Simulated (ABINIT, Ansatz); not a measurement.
Planning a run of ABINIT 10.8.3 on CsAsF6 (R-3). The input:

```
acell 3*1.0 Angstrom
rprim 
  3.855859826403 2.226181708716 2.622049894613
  -3.855859826403 2.226181708716 2.622049894613
  -0.000000000000 -4.452363417478 2.622049894574
ntypat 3
znucl 55 33 9
natom 8
typat 1 2 3 3 3 3 3 3
xred 
  0.500000000000 0.500000000000 0.500000000000
  -0.000000000000 -0.000000000000 -0.000000000000
  0.189597360000 0.275478300000 0.922344570000
  0.275478300000 0.922344570000 0.189597360000
  0.077655430000 0.810402640000 0.724521700000
  0.724521700000 0.077655430000 0.810402640000
  0.810402640000 0.724521700000 0.077655430000
  0.922344570000 0.189597360000 0.275478300000
pp_dirpath "pseudos"
pseudos "Cs.upf, As.upf, F.upf"
ecut 44
ngkpt 2 2 2
nshiftk 1
shiftk 0 0 0
kptopt 1
chksymbreak 0
iscf -2
irdden 1
istwfk *1
nband 484
nbdbuf 44
tolwfr 1e-09
nstep 60
prtvol 0
indata_prefix "in"
outdata_prefix "out"
tmpdata_prefix "tmp"
```

```sh
OMP_NUM_THREADS=1 mpirun -n 8 abinit run.abi > log
```

Q: Estimate wall time and host memory on 8 MPI ranks of Arm Neoverse V2, shared host.

It took 6.9 min; on shared hardware allow 3.5 min to 14 min. Peak host memory was 1.3 GiB.

[Paths, hosts, dates, memory and timing lines, banners, echoed tables and standing remarks are left out of the program output.]

[Logs are printed without paths, hosts, clocks, repeated set-up lines and the standing remarks that a program may print on its own settings, such as how far it seeks lower states.]

[Runs of the session that timed out or met a known fault of the program may be left out.]

[Hosts, paths, dates, database ids (printed as entryN), source tags and the programs' standing remarks are cut or masked in the printed files.]

[G0W0 gaps are taken among the corrected bands and points alone; a level outside them can change the order at an edge.]

[Where Ansatz stands beside ABINIT at settings called matched, ABINIT's density can come from a denser mesh and the files from another edition; pairs whose starting gaps differed by over 0.03 eV were left out, so agreement reads better than it is.]
